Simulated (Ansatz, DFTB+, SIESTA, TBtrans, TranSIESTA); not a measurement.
## Green-function transport: 1,3-diethynylbenzene between two C chains (relaxed at zero bias, lead layers held)

Which level of theory is enough for the transmission of 1,3-diethynylbenzene between two C chains (relaxed at zero bias, lead layers held)? The current runs along the third cell vector; the first and last atoms are layers of the leads.

Method: PBE, numerical atomic orbitals (DZP), PseudoDojo norm-conserving files converted to PSML; other levels are named step by step, in the first sound run; inputs show where later runs differ, in SIESTA 5.4.2, Ansatz 0.2.0, TranSIESTA 5.4.2, TBtrans 5.4.2 and DFTB+ 25.1 with libNEGF.

Most raw output is cut from this account.

## 1. The starting structure

The cell holds 30 atoms: 26 C and 4 H. Cell: a = 16.400 Å, b = 9.000 Å, c = 28.956 Å, α = 90.0°, β = 90.0°, γ = 90.0°. Regions: left electrode layer, 6 atoms (6 C); scattering region, 18 atoms (14 C and 4 H); right electrode layer, 6 atoms (6 C). Vacuum lies along a and b. The structure's axis is c.

## 2. Relaxing the channel

Contact distances set the coupling to the leads, so they are relaxed before any transport step; the lead layers are held so that they stay copies of the electrode cell.

The input, RELAX.fdf:

```
SystemLabel RELAX
NumberOfAtoms 30
NumberOfSpecies 2
%block ChemicalSpeciesLabel
  1 6 C
  2 1 H
%endblock ChemicalSpeciesLabel
LatticeConstant 1.0 Ang
%block LatticeVectors
  16.399777 0.000000 0.000000
  0.000000 9.000000 0.000000
  0.000000 0.000000 28.955640
%endblock LatticeVectors
AtomicCoordinatesFormat Ang
%block AtomicCoordinatesAndAtomicSpecies
  8.199889 4.500000 0.640000 1
  8.199889 4.500000 1.920000 1
  8.199889 4.500000 3.200000 1
  8.199889 4.500000 4.480000 1
  8.199889 4.500000 5.760000 1
  8.199889 4.500000 7.040000 1
  8.199889 4.500000 8.320000 1
  8.199889 4.500000 9.600000 1
  8.652821 4.500000 10.987967 1
  9.252743 4.500000 12.028197 1
  11.914767 4.500000 12.331204 2
  9.967088 4.500000 13.267982 1
  11.364345 4.500000 13.269166 1
  13.149777 4.500000 14.477820 2
  12.062831 4.500000 14.477820 1
  9.267830 4.500000 14.477820 1
  8.180276 4.500000 14.477820 2
  11.364345 4.500000 15.686474 1
  9.967089 4.500000 15.687658 1
  11.914768 4.500000 16.624436 2
  9.252744 4.500000 16.927443 1
  8.652821 4.500000 17.967673 1
  8.199889 4.500000 19.355640 1
  8.199889 4.500000 20.635640 1
  8.199889 4.500000 21.915640 1
  8.199889 4.500000 23.195640 1
  8.199889 4.500000 24.475640 1
  8.199889 4.500000 25.755640 1
  8.199889 4.500000 27.035640 1
  8.199889 4.500000 28.315640 1
%endblock AtomicCoordinatesAndAtomicSpecies
XC.Functional GGA
XC.Authors PBE
PAO.BasisSize DZP
PAO.EnergyShift 0.01 Ry
PAO.SplitNorm 0.15
Mesh.Cutoff 250 Ry
ElectronicTemperature 800 K
Spin non-polarized
MaxSCFIterations 100
SCF.MustConverge false
SCF.DM.Tolerance 0.0002
SCF.H.Tolerance 0.002 eV
SCF.Mixer.Method Pulay
SCF.Mixer.Weight 0.1
SCF.Mixer.History 10
WriteMullikenPop 1
%block kgrid.MonkhorstPack
  1 0 0 0.0
  0 1 0 0.0
  0 0 4 0.0
%endblock kgrid.MonkhorstPack
MD.TypeOfRun Broyden
MD.Steps 40
MD.MaxForceTol 0.05 eV/Ang
MD.MaxDispl 0.15 Ang
Geometry.Must.Converge false
WriteForces true
WriteMDXmol true
%block Geometry.Constraints
  atom [1 -- 6]
  atom [25 -- 30]
%endblock Geometry.Constraints
```

On the command line:

```console
$ OMP_NUM_THREADS=1 mpirun -n 2 siesta RELAX.fdf > relax.out
```

Elapsed: 7 min, on 2 MPI ranks of Intel Xeon Platinum 8375C at 2.90GHz (Ice Lake), shared host; peak memory 0.96 GiB.

Step by step:

```
step  energy less that of the first step (eV)
   1                                   0.0000
   2                                   4.3023
   3                                  -0.9321
   4                                  -1.0208
   5                                  -1.0627
   6                                  -1.0940
   7                                  -1.1037
   8                                  -1.1093
   9                                  -1.1129
  10                                  -1.1149
  11                                  -1.1170
  12                                  -1.1228
  13                                  -1.1254
  14                                  -1.1263
  15                                  -1.1274
  16                                  -1.1287
  17                                  -1.1308
```

The atoms that moved most (Å):

```
atom      dx     dy      dz  length
 C23   0.107  0.000  -0.027   0.110
  C8   0.107  0.000   0.027   0.110
  C9   0.049  0.000  -0.081   0.095
 C22   0.049  0.000   0.081   0.095
 H14   0.046  0.000   0.000   0.046
 H11   0.008  0.000  -0.044   0.044
 H20   0.008  0.000   0.044   0.044
 H17  -0.044  0.000   0.000   0.044
```

Numbers from this step:

- free energy: -4291.4618 eV
- Fermi energy: -4.526 eV
- orbitals: 358
- largest force component on a free atom: 0.04338 eV/Å
- geometry steps: 18

The path lists 17 of the run's 18 geometries; the energy of the last one is missing from the table. From the first geometry to the last the energy changes by -1.13 eV.

## 3. The same cell by plane waves

This step: PBE, plane waves with PAW; transmission by layers (Ansatz 0.2.0).

Plane waves have no basis tied to the atoms, so this run checks the orbital bases from outside. It uses PAW potentials and a periodic cell whose end atoms stand for the leads. Level: PBE, plane waves with PAW; transmission by layers.

The input, input.yaml:

```yaml
crystal:
  lattice:
    - [16.3997772461, 0.0, 0.0]
    - [0.0, 9.0, 0.0]
    - [0.0, 0.0, 28.9556403302]
  atoms:
    - { symbol: C, position: [0.5000000231, 0.5000000001, 0.0221027749] }
    - { symbol: C, position: [0.5000000231, 0.5000000001, 0.0663083247] }
    - { symbol: C, position: [0.5000000231, 0.5000000001, 0.1105138745] }
    - { symbol: C, position: [0.5000000231, 0.5000000001, 0.1547194242] }
    - { symbol: C, position: [0.5000000231, 0.5000000001, 0.198924974] }
    - { symbol: C, position: [0.5000000231, 0.5000000001, 0.2431305238] }
    - { symbol: C, position: [0.499832727, 0.4999999999, 0.2888484247] }
    - { symbol: C, position: [0.5065183599, 0.5, 0.3324589432] }
[... 18 atom lines left out ...]
    - { symbol: C, position: [0.5000000231, 0.5000000001, 0.8452805645] }
    - { symbol: C, position: [0.5000000231, 0.5000000001, 0.8894861143] }
    - { symbol: C, position: [0.5000000231, 0.5000000001, 0.9336916641] }
    - { symbol: C, position: [0.5000000231, 0.5000000001, 0.9778972139] }
kpoints:
  mp_grid: { grid: [1, 1, 3] }
hamiltonian:
  xc: pbe
scf:
  occupations: { method: fermi_dirac, width: 0.05 }
output:
  transmission:
    leads: [[0, 1]]
    e_range: [-2.0, 2.0]
    de: 0.05
    kmesh: [1, 1]
    reduced_basis: true
  write_potential: true
  write_density: true
  volumetric_format: npy
```

On the command line:

```console
$ ansatz run input.yaml --threads 2 --pin off --max-ram 4096MiB --backend cpu --events-out ev --progress --plain --runs-dir out
```

Wall time 2.3 s (2 threads); peak memory 0.43 GiB.

The input was rejected at the start.

The program's message: “Error: memory limit exceeded: the `transmission` phase of `transmission` needs 4.31 GiB against the run's memory maximum of 4.00 GiB; largest carriers: transmission 3.73 GiB, unmodelled-tail allowance …”

## 4. One principal layer of the lead

This step: PBE, numerical atomic orbitals (DZP), PseudoDojo norm-conserving files converted to PSML; periodic bulk run (SIESTA 5.4.2).

System of this step: principal layer of the lead. The cell holds 6 atoms: 6 C. Cell: a = 16.400 Å, b = 9.000 Å, c = 7.680 Å, α = 90.0°, β = 90.0°, γ = 90.0°. Vacuum lies along a and b. The structure's axis is c.

First the electrode alone: a periodic run of one principal layer, saved for the self-energies. Its Fermi level is the reference for all that follows.

The input, ELEC.fdf:

```
SystemLabel ELEC
NumberOfAtoms 6
NumberOfSpecies 2
%block ChemicalSpeciesLabel
  1 6 C
  2 1 H
%endblock ChemicalSpeciesLabel
LatticeConstant 1.0 Ang
%block LatticeVectors
  16.399777 0.000000 0.000000
  0.000000 9.000000 0.000000
  0.000000 0.000000 7.680000
%endblock LatticeVectors
AtomicCoordinatesFormat Ang
%block AtomicCoordinatesAndAtomicSpecies
  8.199889 4.500000 0.640000 1
  8.199889 4.500000 1.920000 1
  8.199889 4.500000 3.200000 1
  8.199889 4.500000 4.480000 1
  8.199889 4.500000 5.760000 1
  8.199889 4.500000 7.040000 1
%endblock AtomicCoordinatesAndAtomicSpecies
XC.Functional GGA
XC.Authors PBE
PAO.BasisSize DZP
PAO.EnergyShift 0.01 Ry
PAO.SplitNorm 0.15
Mesh.Cutoff 250 Ry
ElectronicTemperature 300 K
Spin non-polarized
MaxSCFIterations 200
SCF.MustConverge true
SCF.DM.Tolerance 0.0001
SCF.H.Tolerance 0.001 eV
SCF.Mixer.Method Pulay
SCF.Mixer.Weight 0.1
SCF.Mixer.History 10
WriteMullikenPop 1
%block kgrid.MonkhorstPack
  1 0 0 0.0
  0 1 0 0.0
  0 0 40 0.0
%endblock kgrid.MonkhorstPack
Diag.ParallelOverK true
TS.HS.Save true
TS.DE.Save true
```

On the command line:

```console
$ OMP_NUM_THREADS=1 mpirun -n 2 siesta ELEC.fdf > dzp.lead.out
```

Wall time 7.1 s (2 MPI ranks); peak memory 0.44 GiB.

This step gave:

```yaml
free_energy: -974.2668 eV
fermi_energy: -4.812 eV
orbitals: 78
largest_coupling_past_the_next_principal_layer: 0 eV
```

SIESTA lists orbital radii in bohr. The longest on the lead's atoms, 5.44 bohr, is 2.88 Å, so two such orbitals overlap up to 5.75 Å; the nearest atoms of layers two apart are 8.96 Å apart. The projectors of the pseudopotentials let the Hamiltonian reach a little farther than the overlap.

A principal layer may touch only the next one. The stored Hamiltonian has no element past the next layer.

## 5. Self-consistent junction, 0 V, case PBE, DZP

This step: PBE, numerical atomic orbitals (DZP), PseudoDojo norm-conserving files converted to PSML; open system by non-equilibrium Green functions (TranSIESTA 5.4.2).

System of this step: 1,3-diethynylbenzene between two C chains as built, then relaxed. The cell holds 30 atoms: 26 C and 4 H. Its edges and angles: a = 16.400 Å, b = 9.000 Å, c = 28.956 Å, α = 90.0°, β = 90.0°, γ = 90.0°. Regions: left electrode layer, 6 atoms (6 C); scattering region, 18 atoms (14 C and 4 H); right electrode layer, 6 atoms (6 C). Vacuum lies along a and b. The structure's axis is c.

Now the junction itself. A periodic cycle gives a start, then the density is found from Green functions with open boundaries, summed on a complex contour that starts below the deepest valence shell.

The input, DEV.fdf:

```
SystemLabel DEV
NumberOfAtoms 30
NumberOfSpecies 2
%block ChemicalSpeciesLabel
  1 6 C
  2 1 H
%endblock ChemicalSpeciesLabel
LatticeConstant 1.0 Ang
%block LatticeVectors
  16.399777 0.000000 0.000000
  0.000000 9.000000 0.000000
  0.000000 0.000000 28.955640
%endblock LatticeVectors
AtomicCoordinatesFormat Ang
%block AtomicCoordinatesAndAtomicSpecies
  8.199889 4.500000 0.640000 1
  8.199889 4.500000 1.920000 1
  8.199889 4.500000 3.200000 1
  8.199889 4.500000 4.480000 1
  8.199889 4.500000 5.760000 1
  8.199889 4.500000 7.040000 1
  8.197145 4.500000 8.363791 1
  8.306788 4.500000 9.626562 1
  8.702208 4.500000 10.906903 1
  9.248108 4.500000 12.035008 1
  11.922635 4.500000 12.287553 2
  9.957593 4.500000 13.256602 1
  11.387652 4.500000 13.256837 1
  13.195710 4.500000 14.477818 2
  12.087597 4.500000 14.477817 1
  9.242419 4.500000 14.477811 1
  8.136026 4.500000 14.477820 2
  11.387664 4.500000 15.698807 1
  9.957602 4.500000 15.699020 1
  11.922633 4.500000 16.668079 2
  9.248092 4.500000 16.920660 1
  8.702206 4.500000 18.048729 1
  8.306793 4.500000 19.328981 1
  8.197132 4.500000 20.591937 1
  8.199889 4.500000 21.915640 1
  8.199889 4.500000 23.195640 1
  8.199889 4.500000 24.475640 1
  8.199889 4.500000 25.755640 1
  8.199889 4.500000 27.035640 1
  8.199889 4.500000 28.315640 1
%endblock AtomicCoordinatesAndAtomicSpecies
XC.Functional GGA
XC.Authors PBE
PAO.BasisSize DZP
PAO.EnergyShift 0.01 Ry
PAO.SplitNorm 0.15
Mesh.Cutoff 250 Ry
ElectronicTemperature 300 K
Spin non-polarized
MaxSCFIterations 200
SCF.MustConverge true
SCF.DM.Tolerance 0.002
SCF.H.Tolerance 0.03 eV
TS.SCF.DM.Tolerance 0.0001
TS.SCF.H.Tolerance 2.205e-04 Ry
SCF.Mixer.Method Pulay
SCF.Mixer.Weight 0.1
SCF.Mixer.History 10
WriteMullikenPop 1
%block kgrid.MonkhorstPack
  1 0 0 0.0
  0 1 0 0.0
  0 0 6 0.0
%endblock kgrid.MonkhorstPack
%block TS.Elecs
  Left
  Right
%endblock TS.Elecs
%block TS.Elec.Left
  HS ELEC.TSHS
  DM-init bulk
  chemical-potential Left
  semi-inf-direction -A3
  electrode-position 1
  bulk true
  Eta 0.0001 eV
  Out-of-core true
  tbt.Out-of-core false
%endblock TS.Elec.Left
%block TS.Elec.Right
  HS ELEC.TSHS
  DM-init bulk
  chemical-potential Right
  semi-inf-direction +A3
  electrode-position end -1
  bulk true
  Eta 0.0001 eV
  Out-of-core true
  tbt.Out-of-core false
%endblock TS.Elec.Right
%block TS.ChemPots
  Left
  Right
%endblock TS.ChemPots
%block TS.ChemPot.Left
  mu V/2
  contour.eq
    begin
      C-Left
      T-Left
    end
%endblock TS.ChemPot.Left
%block TS.Contour.C-Left
  part circle
  from -30.0 eV + V/2 to -10 kT + V/2
  points 25
  method g-legendre
%endblock TS.Contour.C-Left
%block TS.Contour.T-Left
  part tail
  from prev to inf
  points 10
  method g-fermi
%endblock TS.Contour.T-Left
%block TS.ChemPot.Right
  mu -V/2
  contour.eq
    begin
      C-Right
      T-Right
    end
%endblock TS.ChemPot.Right
%block TS.Contour.C-Right
  part circle
  from -30.0 eV - V/2 to -10 kT - V/2
  points 25
  method g-legendre
%endblock TS.Contour.C-Right
%block TS.Contour.T-Right
  part tail
  from prev to inf
  points 10
  method g-fermi
%endblock TS.Contour.T-Right
TS.Elecs.Neglect.Principal true
TS.Contours.Eq.Pole 2.5 eV
%block TS.Contours.nEq
  neq
%endblock TS.Contours.nEq
%block TS.Contour.nEq.neq
  part line
  from -|V|/2 - 5 kT to |V|/2 + 5 kT
  delta 0.02 eV
  method mid-rule
%endblock TS.Contour.nEq.neq
SaveElectrostaticPotential true
DM.UseSaveDM true
SolutionMethod transiesta
TS.Voltage 0 eV
TS.SCF.dQ.Converge false
TS.Contours.nEq.Eta 0.005 eV
```

On the command line:

```console
$ OMP_NUM_THREADS=1 mpirun -n 2 siesta DEV.fdf > dzp.scf0.out
```

Wall time 66 s (2 MPI ranks); peak memory 0.9 GiB.

This step gave:

```yaml
orbitals: 358
excess_charge_of_the_open_region: -0.0605 e
```

The open region is not held to a fixed charge; it ends 0.060 electron under neutrality, which can shift levels.

## 6. T(E) at 0 V, case PBE, DZP

This step: PBE, numerical atomic orbitals (DZP), PseudoDojo norm-conserving files converted to PSML; open system by non-equilibrium Green functions (TBtrans 5.4.2).

With the Hamiltonian fixed, the transmission follows on an energy grid along the real axis; no further self-consistency is needed.

The input, TBT.fdf:

```
TS.Voltage 0 eV
%block TBT.k
  1 0 0 0.0
  0 1 0 0.0
  0 0 1 0.0
%endblock TBT.k
%block TBT.Contour.line
  from -2.0125 eV to 2.0125 eV
  delta 0.025 eV
  method mid-rule
%endblock TBT.Contour.line
TBT.T.Bulk true
TBT.DOS.Gf true
TBT.T.Eig 3
TBT.Elecs.Eta 0.0001 eV
TBT.DOS.A true
TBT.Current.Orb true
%include DEV.fdf
```

On the command line:

```console
$ OMP_NUM_THREADS=1 mpirun -n 2 tbtrans TBT.fdf > dzp.tbt0.out
```

Run time: 6.6 s. Hardware: 2 MPI ranks; peak memory 0.18 GiB.

Numbers from this step:

```
transmission at the Fermi level : 0.008725
open channels of the lead       : 2.000
conductance                     : 0.008783 G₀
thermopower                     : 6.649 μV/K
```

One spin. Transmission against energy, zero at the Fermi level:

```
energy (eV)  transmission
     -2.000         0.222
     -1.900         0.229
     -1.800         0.223
     -1.700         0.208
     -1.600         0.186
     -1.500         0.161
     -1.400         0.136
     -1.300         0.113
     -1.200        0.0922
     -1.100        0.0745
     -1.000        0.0599
     -0.900        0.0480
     -0.800        0.0384
     -0.700        0.0308
     -0.600        0.0248
     -0.500        0.0201
     -0.400        0.0164
     -0.300        0.0135
     -0.200        0.0114
     -0.100       0.00977
      0.000       0.00873
      0.100       0.00818
      0.200       0.00814
      0.300       0.00866
      0.400       0.00982
      0.500        0.0118
      0.600        0.0147
      0.700        0.0188
      0.800        0.0246
      0.900        0.0325
      1.000        0.0432
      1.100        0.0573
      1.200        0.0757
      1.300        0.0993
      1.400         0.129
      1.500         0.164
      1.600         0.203
      1.700         0.245
      1.800         0.285
      1.900         0.317
      2.000         0.335
```

Mulliken DOS an atom, one spin over height of the atomic layer and energy from the Fermi level.

Ten even steps from '_' (0.011 states/eV) to '@' (0.188 states/eV), each cell a mean:
```
**--++::==::==::++--**
++--==::==..==::==--++
====--::--__--::--====
--++::::::__::::::++--
::++::::::__::::::++::
..**..::..__..::..**..
..**..::..__..::..**..
__##__::..__..::__##__
__##__::______::__##__
__##__::______::__##__
__##__::______::__##__
__%%__::______::__%%__
__%%__::______::__%%__
..%%..::______--..%%..
::##..--..__..--..##::
==##::--..__..--::##==
++##::--..__..--::##++
****==--..__..--==****
%%++++==::__::==++++%%
@@==**==::__::==**==@@
@@--%%==--..--==%%--@@
@@--@@==--..--==@@--@@
```
Columns: height of the atomic layer (Å) from 8.36 to 20.6 (not evenly spaced); rows upwards: energy from the Fermi level (eV) from -2 to 2.

One spin. The open channels of the lead stays at 2.00 for energy from -2 to 2 eV.

One spin; device region. Density of states, device against energy, zero at the Fermi level; read off at these points:

```
energy (eV)  density of states, device (states/eV)
       -2.0                                   1.73
       -1.9                                   1.69
       -1.8                                   1.65
       -1.7                                   1.60
       -1.6                                   1.54
       -1.5                                   1.48
       -1.4                                   1.41
       -1.3                                   1.34
       -1.2                                   1.27
       -1.1                                   1.20
       -1.0                                   1.13
       -0.9                                   1.07
       -0.8                                   1.01
       -0.7                                  0.963
       -0.6                                  0.917
       -0.5                                  0.878
       -0.4                                  0.843
       -0.3                                  0.814
       -0.2                                  0.790
       -0.1                                  0.771
        0.0                                  0.757
        0.1                                  0.747
        0.2                                  0.742
        0.3                                  0.742
        0.4                                  0.746
        0.5                                  0.755
        0.6                                  0.769
        0.7                                  0.788
        0.8                                  0.813
        0.9                                  0.843
        1.0                                  0.880
        1.1                                  0.922
        1.2                                  0.971
        1.3                                   1.02
        1.4                                   1.08
        1.5                                   1.14
        1.6                                   1.20
        1.7                                   1.26
        1.8                                   1.32
        1.9                                   1.37
        2.0                                   1.42
```

The eigenchannel transmission by energy, zero at the Fermi level:

```
energy (eV)  channel 1  channel 2
     -2.000      0.202     0.0199
     -1.800      0.205     0.0182
     -1.600      0.170     0.0163
     -1.400      0.122     0.0144
     -1.200     0.0795     0.0127
     -1.000     0.0485     0.0114
     -0.800     0.0281     0.0103
     -0.600     0.0154    0.00944
     -0.400    0.00883    0.00756
     -0.200    0.00842    0.00293
      0.000    0.00818     5.5e-4
      0.200    0.00809     5.6e-5
      0.400    0.00814    0.00168
      0.600    0.00833    0.00634
      0.800     0.0160    0.00865
      1.000     0.0341    0.00910
      1.200     0.0660    0.00968
      1.400      0.118     0.0104
      1.600      0.192     0.0112
      1.800      0.272     0.0122
      2.000      0.321     0.0132
```

The conductance is 0.00878 G0. The largest eigenchannels at the Fermi level pass 0.0082 and 5.5e-4. The thermopower is positive, since T(E) falls through the Fermi level. By hand: With G0 = 2e²/h = 77.48 µS, G = 0.00878 × 77.48 µS = 0.680 µS, a resistance of 1.47 MΩ. Mott's formula S = −(π²k²T/3e) d ln T/dE has the factor 7.33 µV/K × eV at 300 K; T(−0.05 eV) = 0.009186 and T(+0.05 eV) = 0.008390 give a slope of -0.906 per eV and S ≈ 6.64 µV/K, against 6.65 from the full integral.

(Part 1 of 3 ends here.)

[Logs are printed without paths, hosts, clocks, repeated set-up lines and the standing remarks that a program may print on its own settings, such as how far it seeks lower states.]

[Hosts, paths, dates, database ids (printed as entryN), source tags and the programs' standing remarks are cut or masked in the printed files.]
